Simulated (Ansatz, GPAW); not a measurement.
# A 12-layer slab of Nb(111): converging a work function, part 3 of 3

Wanted: a convergence study on the slab a 12-layer slab of Nb(111).

GPAW 26.7.0 and Ansatz 0.2.0; Ansatz plane waves; slab in vacuum with a dipole correction, relaxation (the session's first sound run).

So far, upper work function (eV): step 2 (relaxing the atoms, PBE) 3.80; step 3 (plane waves, PBE) 3.80; step 6 (cutoff 700: ecut = 700, PBE, GPAW) 3.80; step 9 (K mesh 12×12: kpts = [12, 12], PBE, GPAW) 3.80; step 10 (scheme Methfessel-Paxton of order 0 (Gaussian), smearing 0.1, PBE, GPAW) 3.81.

## (12) Without the dipole layer

Level of this step: GPAW, PAW setups; slab in vacuum (GPAW).

The dipole layer is taken out and the cell repeats along the normal.

run.py reads:

```python
import json
import numpy as np
from ase import Atoms
from gpaw import GPAW, PW

slab = Atoms(
    ['Nb', 'Nb', 'Nb', 'Nb', 'Nb', 'Nb', 'Nb', 'Nb', 'Nb', 'Nb', 'Nb', 'Nb'],
    positions=[
        [2.33345, 1.34722, 9.00000],
        [4.66690, 2.69444, 9.95263],
        [0.00000, 0.00000, 10.90526],
        [2.33345, 1.34722, 11.85788],
        [4.66690, 2.69444, 12.81051],
        [0.00000, 0.00000, 13.78782],
        [2.33345, 1.34722, 14.74586],
        [4.66690, 2.69444, 15.69146],
        [-0.00000, -0.00000, 16.60367],
        [2.33345, 1.34722, 17.67723],
        [4.66690, 2.69444, 18.49641],
        [-0.00000, -0.00000, 19.19298]],
    cell=[[4.6669, 0.0, 0.0], [2.33345, 4.04166, 0.0], [0.0, 0.0, 28.47891]],
    pbc=[True, True, True])

slab.calc = GPAW(mode=PW(400), xc='PBE', kpts={'size': (8, 8, 1), 'gamma': True},
                 occupations={'name': 'fermi-dirac', 'width': 0.1}, nbands='160%',
                 convergence={'density': 1e-05}, maxiter=200,
                 symmetry={'tolerance': 1e-3}, txt='slab.txt')
result = {}
energy = slab.get_potential_energy()
fermi = slab.calc.get_fermi_level()
v = slab.calc.get_electrostatic_potential().mean((0, 1)) - fermi
n = slab.calc.get_pseudo_density().mean((0, 1))
L = slab.cell[2, 2]
z = np.arange(len(v)) * L / len(v)
low, high = slab.positions[:, 2].min(), slab.positions[:, 2].max()
below, above = np.interp([low - 6.8, high + 6.8], z, v)
slopes = [np.interp(x, z, np.gradient(v, z)) for x in (low - 6.8, high + 6.8)]
eps = np.array([[slab.calc.get_eigenvalues(k, s) for k in range(len(slab.calc.get_ibz_k_points()))]
                for s in range(slab.calc.get_number_of_spins())]) - fermi
top, bottom = eps[eps < 0].max(), eps[eps > 0].min()
dipole = slab.get_dipole_moment()[2]
print(f'energy {energy:.4f} eV, Fermi level {fermi:.4f} eV, dipole {dipole:.5f} e A')
print(f'potential 6.8 A off the faces, from the Fermi level: lower {below:.4f} eV, upper {above:.4f} eV')
print(f'slope of the potential there: lower {slopes[0]:.5f}, upper {slopes[1]:.5f} eV/A')
print(f'nearest levels on the mesh: {top:.4f} and {bottom:.4f} eV')
print('magnetic moment', round(slab.get_magnetic_moment(), 3))
result.update(energy=energy, fermi=fermi, dipole=dipole, below=below, above=above, slopes=slopes, edges=[top, bottom],
              z=z.tolist(), v=v.tolist(), n=n.tolist(), positions=slab.positions.tolist(),
              forces=slab.get_forces(apply_constraint=False).tolist(), moments=slab.get_magnetic_moments().tolist())
json.dump(result, open('result.json', 'w'))
```

Run with:

```console
$ OMP_NUM_THREADS=1 OPENBLAS_NUM_THREADS=1 python run.py
```

The program printed:

```text
energy -118.0987 eV, Fermi level 2.5150 eV, dipole -0.07590 e A
potential 6.8 A off the faces, from the Fermi level: lower 3.5515 eV, upper 3.6712 eV
slope of the potential there: lower -0.02563, upper -0.02545 eV/A
nearest levels on the mesh: -0.0398 and 0.0113 eV
magnetic moment 0.0
```

Run time: 14 min. Hardware: 1 thread of Arm Neoverse V1, shared host; peak memory 0.54 GiB.

The run finished. A setting was moved off its sound value on purpose, so it serves as a test and not as the result.

The fault put into the input: no dipole layer on a slab with a dipole, so the vacuum potential tilts and no work function is defined (dipole = false and pbc_z = true).

Side by side:

| quantity | this run | sound run | difference |
| --- | --- | --- | --- |
| dipole along the normal (e·Å) | -0.075900 | -0.038709 | -0.0372 |

The two runs differ clearly in the dipole along the normal: -0.0759 e·Å against -0.0387 e·Å.

## (13) Side by side

Results and costs are gathered.

This step: comparison of work functions, dipole and cost (GPAW 26.7.0).

Ladder, by row:

| step | code | work function, upper (eV) | work function, lower (eV) | dipole (e Å) | wall time (s) | peak memory (GiB) | threads |
| --- | --- | --- | --- | --- | --- | --- | --- |
| pw | GPAW | 3.797 | 3.426 | -0.03871 | 944.4 | 0.54 | 1 |
| ecut200 | GPAW | 3.807 | 3.438 | -0.03864 | 305.8 | 0.27 | 1 |
| ecut300 | GPAW | 3.8 | 3.429 | -0.03881 | 530.8 | 0.38 | 1 |
| ecut700 | GPAW | 3.797 | 3.426 | -0.03875 | 2203 | 1.03 | 1 |
| k3 | GPAW | 3.835 | 3.437 | -0.04157 | 308.5 | 0.41 | 1 |
| k5 | GPAW | 3.807 | 3.43 | -0.03937 | 488.9 | 0.44 | 1 |
| k12 | GPAW | 3.796 | 3.427 | -0.03851 | 1831 | 0.73 | 1 |
| smear | GPAW | 3.811 | 3.39 | -0.04403 | 942.2 | 0.54 | 1 |
| nodip | GPAW | - | - | -0.0759 | 823 | 0.54 | 1 |

## (14) A changed run

One more run, with changed settings.

This step: GPAW, PAW setups; slab in vacuum (GPAW 26.7.0).

Edit run.py of step 12 so:

```diff
@@ -21,7 +21,8 @@
     cell=[[4.6669, 0.0, 0.0], [2.33345, 4.04166, 0.0], [0.0, 0.0, 28.47891]],
-    pbc=[True, True, True])
+    pbc=[True, True, False])
 
 slab.calc = GPAW(mode=PW(400), xc='PBE', kpts={'size': (8, 8, 1), 'gamma': True},
-                 occupations={'name': 'fermi-dirac', 'width': 0.1}, nbands='160%',
-                 convergence={'density': 1e-05}, maxiter=200,
+                 occupations={'name': 'fermi-dirac', 'width': 0.1}, nbands='100%',
+                 convergence={'density': 1e-05}, maxiter=100,
+                 poissonsolver={'dipolelayer': 'xy'},
                  symmetry={'tolerance': 1e-3}, txt='slab.txt')
```

The program printed:

```text
gpaw.KohnShamConvergenceError
```

The job ended after 32 min (1 thread; peak memory 0.46 GiB).

No converged result was reached; the numbers in the log don't describe the system.

The fault put into the input: too few bands, under a cap of 100 iterations, which ended the run (nbands = "100 % of the filled bands").

## (15) Results

* work function, upper and lower face: 3.797 and 3.426 eV
* dipole along the normal: -0.0387 e Å

**Reading.** With plane waves and PBE the work function is 3.80 eV on the upper face and 3.43 eV on the lower. The two faces differ by 0.37 eV, the step that the slab's dipole makes (e p/(ε0 A) gives 0.37 eV), so the dipole layer is needed. The lowest atoms were held at bulk positions, which alone makes the faces unlike. The measured value for this face is 4.08 eV (as compiled in "Anisotropic work function of elemental crystals", 2019, arxiv:1902.07811); the relaxed upper face lies 0.28 eV under it with PBE. Measured work functions scatter by a tenth of an eV or more between methods. The other smearing (Gaussian of 0.1 eV in place of Fermi-Dirac of 0.1) moves the two faces by 0.015 and -0.037 eV on the same mesh; a mesh is converged only for its smearing. Over the sound runs of the table the upper face's work function spans 3.796 (k12) to 3.811 eV (smear). The in-plane lattice was kept as typed, which isn't the functional's own and leaves some strain; spin-orbit coupling and temperature are left out.

[Logs are printed without paths, hosts, clocks, repeated set-up lines and the standing remarks that a program may print on its own settings, such as how far it seeks lower states.]

[Hosts, paths, dates, database ids (printed as entryN), source tags and the programs' standing remarks are cut or masked in the printed files.]
